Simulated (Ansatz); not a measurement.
# Bands, cutoff and cost in G0W0 for ZnWO4 (P2/c)

Aim: see how the G0W0 gap of ZnWO4 (P2/c) on LDA moves with empty bands and screening cutoff, and what each rung costs.

Calculated with Ansatz 0.2.0; G0W0 on LDA, plane waves, PAW.

This is a report of a sequence of runs, with most program output left out.

## 1. The structure

It takes space group P2/c (No. 13, monoclinic). The conventional cell has a = 4.699 Å, b = 5.729 Å, c = 4.937 Å, α = 90.00°, β = 90.61°, γ = 90.00°. Nearest to Zn lie 6 O at 2.03 to 2.23 Å. Nearest to W lie 6 O at 1.80 to 2.14 Å. Nearest to O lie 2 W at 1.92 to 2.14 Å and 1 Zn at 2.03 Å. Nearest to O lie 1 W at 1.80 Å and 2 Zn at 2.09 to 2.23 Å. Farther neighbours and most contacts between anions are not listed.

The cell and positions come from the Crystallography Open Database and are kept as given unless a step says otherwise. Spin-orbit coupling is left out unless a step names it.

## 2. 348 empty bands, screening to 110 eV

Now the one-shot GW correction: screening in the RPA, then the self-energy of the levels asked for. This step takes hard PAW files.

input.yaml

```yaml
crystal:
  lattice:
    - [4.6986, 0.0, 0.0]
    - [0.0, 5.7293, 0.0]
    - [-0.052988409, 0.0, 4.9364156144]
  atoms:
    - { symbol: Zn, position: [0.5, 0.684, 0.25] }
    - { symbol: Zn, position: [0.5, 0.316, 0.75] }
    - { symbol: W, position: [0.0, 0.18258, 0.25] }
    - { symbol: W, position: [0.0, 0.81742, 0.75] }
    - { symbol: O, position: [0.2169, 0.1051, 0.9363] }
    - { symbol: O, position: [0.7831, 0.1051, 0.5637] }
    - { symbol: O, position: [0.7831, 0.8949, 0.0637] }
    - { symbol: O, position: [0.2169, 0.8949, 0.4363] }
    - { symbol: O, position: [0.2565, 0.3777, 0.3996] }
    - { symbol: O, position: [0.7435, 0.3777, 0.1004] }
    - { symbol: O, position: [0.7435, 0.6223, 0.6004] }
    - { symbol: O, position: [0.2565, 0.6223, 0.8996] }
kpoints:
  mp_grid: { grid: [4, 4, 4] }
hamiltonian:
  xc: lda
  pseudopotentials: { kind: paw, source: ansatz }
scf:
  occupations: { method: fixed }
gw:
  n_empty_bands: 348
  ecut_chi: 110.0
  qp_bands: [v4, c4]
  qp_kpoints: band_edges
  screening: { model: contour_deformation }
```

Command:

```sh
$ ansatz run input.yaml --threads 4 --pin off --max-ram 138240MiB --backend cuda --events-out ev --progress --plain --runs-dir out --devices 1 --max-vram 26GiB
```

The job ended after 98 s (1 × NVIDIA H100 80GB HBM3 (shared by 3 runs) with 4 threads of AMD EPYC 7R13 (Zen 3), shared host; peak memory 3.7 GiB; 2.9 min of CPU time).

Numbers from this step:

```yaml
bands_summed: 420
rpa_eps_infinity_on_this_mesh_eigenvalues: 4.998, 5.171, 5.730
plane_waves_in_the_screening_matrix: 357
q_points_in_the_mesh: 64
g0w0_gap_on_the_mesh: 4.407 eV
k_of_the_valence_top: 0.25, 0, -0.25
k_of_the_conduction_bottom: 0, -0.5, 0
starting_gap_on_the_mesh: 2.860 eV
z_at_the_valence_top: 0.7395
z_at_the_conduction_bottom: 0.7849
least_direct_g0w0_gap_on_the_computed_points: 4.448 eV
```

The gap on the mesh goes from 2.86 eV to 4.41 eV, a correction of +1.55 eV, though a band edge has moved to another state.

## 3. 790 empty bands, screening to 190 eV

Another rung: the empty bands reach about as high as the screening cutoff, so the two stay in balance.

input.yaml: that of step 2 with these lines changed.

```diff
@@ -26,4 +26,4 @@
 gw:
-  n_empty_bands: 348
-  ecut_chi: 110.0
+  n_empty_bands: 790
+  ecut_chi: 190.0
   qp_bands: [v4, c4]
```

Wall time 4.5 min (1 × NVIDIA H100 80GB HBM3 (shared by 3 runs) with 4 threads); peak memory 7.8 GiB.

This step gave:

- bands summed: 862
- RPA ε∞ on this mesh (eigenvalues): 4.980, 5.152, 5.704
- plane waves in the screening matrix: 801
- q-points in the mesh: 64
- G0W0 gap on the mesh: 4.412 eV
- k of the valence top: 0.25, 0, -0.25
- k of the conduction bottom: 0, -0.5, 0
- starting gap on the mesh: 2.860 eV
- Z at the valence top: 0.7342
- Z at the conduction bottom: 0.7817
- least direct G0W0 gap on the computed points: 4.441 eV

Against the run with 4×4×4 mesh, 348 empty bands, screening to 110 eV, hard PAW files, the gap moves by +0.005 eV.

## 4. 1338 empty bands, screening to 270 eV

input.yaml: that of step 3 with these lines changed.

```diff
@@ -26,4 +26,4 @@
 gw:
-  n_empty_bands: 790
-  ecut_chi: 190.0
+  n_empty_bands: 1338
+  ecut_chi: 270.0
   qp_bands: [v4, c4]
```

Elapsed: 7.1 min, on 1 × NVIDIA H100 80GB HBM3 (shared by 3 runs) with 4 threads; peak memory 15 GiB; 15 min of CPU time.

Numbers from this step:

* bands summed: 1410
* RPA ε∞ on this mesh (eigenvalues): 4.971, 5.140, 5.692
* plane waves in the screening matrix: 1335
* G0W0 gap on the mesh: 4.445 eV
* k of the valence top: 0.25, 0, -0.25
* k of the conduction bottom: 0, -0.5, 0
* starting gap on the mesh: 2.860 eV
* least direct G0W0 gap on the computed points: 4.474 eV

Against the run with 4×4×4 mesh, 790 empty bands, screening to 190 eV, hard PAW files, the gap moves by +0.03 eV.

## 5. Changing the k mesh: 6×4×4 mesh, 348 empty bands, screening to 110 eV, hard PAW files

A second mesh at equal bands and cutoff isolates the sampling error. Bands and cutoff differ from the step before, so it is read against an earlier run that matches them.

input.yaml: that of step 4 with these lines changed.

```diff
@@ -19,3 +19,3 @@
 kpoints:
-  mp_grid: { grid: [4, 4, 4] }
+  mp_grid: { grid: [6, 4, 4] }
 hamiltonian:
@@ -26,4 +26,4 @@
 gw:
-  n_empty_bands: 1338
-  ecut_chi: 270.0
+  n_empty_bands: 348
+  ecut_chi: 110.0
   qp_bands: [v4, c4]
```

Run time: 6.6 min. Hardware: 1 × NVIDIA H100 80GB HBM3 (shared by 3 runs) with 4 threads; peak memory 4.7 GiB.

Numbers from this step:

```yaml
bands_summed: 420
rpa_eps_infinity_on_this_mesh_eigenvalues: 4.998, 5.168, 5.729
plane_waves_in_the_screening_matrix: 357
g0w0_gap_on_the_mesh: 4.401 eV
k_of_the_valence_top: 0.3333, 0, -0.25
k_of_the_conduction_bottom: 0, -0.5, 0
starting_gap_on_the_mesh: 2.860 eV
least_direct_g0w0_gap_on_the_computed_points: 4.447 eV
```

Against the run with 4×4×4 mesh, 348 empty bands, screening to 110 eV, hard PAW files, the gap moves by −0.006 eV. A band edge is found at another k point on this mesh.

## 6. Side by side

Times are wall times on 1 × NVIDIA H100 80GB HBM3 (shared by 3 runs) with 4 threads of AMD EPYC 7R13 (Zen 3), shared host, good to a factor of about two.

| mesh | files | frequency | bands summed | cutoff (eV) | start (eV) | G0W0 (eV) | time | host memory (GiB) |
| --- | --- | --- | --- | --- | --- | --- | --- | --- |
| 4×4×4 | hard PAW | contour deformation | 420 | 110 | 2.860 | 4.407 | 98 s | 3.7 |
| 4×4×4 | hard PAW | contour deformation | 862 | 190 | 2.860 | 4.412 | 4.5 min | 7.8 |
| 4×4×4 | hard PAW | contour deformation | 1410 | 270 | 2.860 | 4.445 | 7.1 min | 15 |
| 6×4×4 | hard PAW | contour deformation | 420 | 110 | 2.860 | 4.401 | 6.6 min | 4.7 |

The parts of the quasiparticle energy at the two band edges (eV; QP = start + Σx + Σc − Vxc):

| run | edge | start | Σx | Σc | Vxc | Z | QP |
| --- | --- | --- | --- | --- | --- | --- | --- |
| 420 bands | valence top | 10.04 | -27.94 | 4.75 | -22.88 | 0.74 | 9.73 |
| 420 bands | conduction bottom | 12.92 | -15.66 | -4.38 | -21.25 | 0.78 | 14.14 |
| 862 bands | valence top | 10.04 | -27.94 | 4.48 | -22.88 | 0.73 | 9.45 |
| 862 bands | conduction bottom | 12.92 | -15.66 | -4.65 | -21.25 | 0.78 | 13.87 |
| 1410 bands | valence top | 10.04 | -27.94 | 4.31 | -22.88 | 0.73 | 9.29 |
| 1410 bands | conduction bottom | 12.92 | -15.66 | -4.78 | -21.25 | 0.78 | 13.73 |

 Where G0W0 reorders the edges (420 bands, 862 bands and 1410 bands), the two states listed lie further apart at the start than the starting gap.

## 7. Outcome

```
420 bands, 110 eV                   : 4.407 eV
862 bands, 190 eV                   : 4.412 eV
1410 bands, 270 eV                  : 4.445 eV
estimated limit in bands and cutoff : 4.50 eV
mesh and start                      : 4×4×4, LDA
```

A line in one over the bands through the two highest rungs gives 4.50 eV, +0.05 eV from the top rung; the pair below gives 4.42 eV, so the estimate is still climbing. The rungs stand 0.09 eV (420 bands), 0.09 eV (862 bands) and 0.05 eV (1410 bands) from it. From 420 to 1410 bands the gap moves by +0.04 eV while the time grows 4.3-fold. Σc changes by −0.44 eV at the valence top and −0.40 eV at the conduction bottom, so the levels themselves move more than the gap between them. On the 6×4×4 mesh in place of 4×4×4 the gap differs by −0.01 eV, of which +0.00 eV is already in the start. Gaps are over the mesh's points; an edge off the mesh would be missed. A d shell, filled or nearly so, lies near the gap. One-shot GW converges very slowly in bands there, not always from below, and on a semilocal start the gap tends to come out low; starts rich in exact exchange can overshoot instead. The many-body steps are scalar-relativistic: spin-orbit coupling is not in them.

[Paths, hosts, dates, memory and timing lines, banners, echoed tables and standing remarks are left out of the program output.]

[Logs are printed without paths, hosts, clocks, repeated set-up lines and the standing remarks that a program may print on its own settings, such as how far it seeks lower states.]

[Runs of the session that timed out or met a known fault of the program may be left out.]

[Cells called generated may have been cut or substituted from an entry of the Crystallography Open Database or the Materials Project.]

[Hosts, paths, dates, database ids (printed as entryN), source tags and the programs' standing remarks are cut or masked in the printed files.]
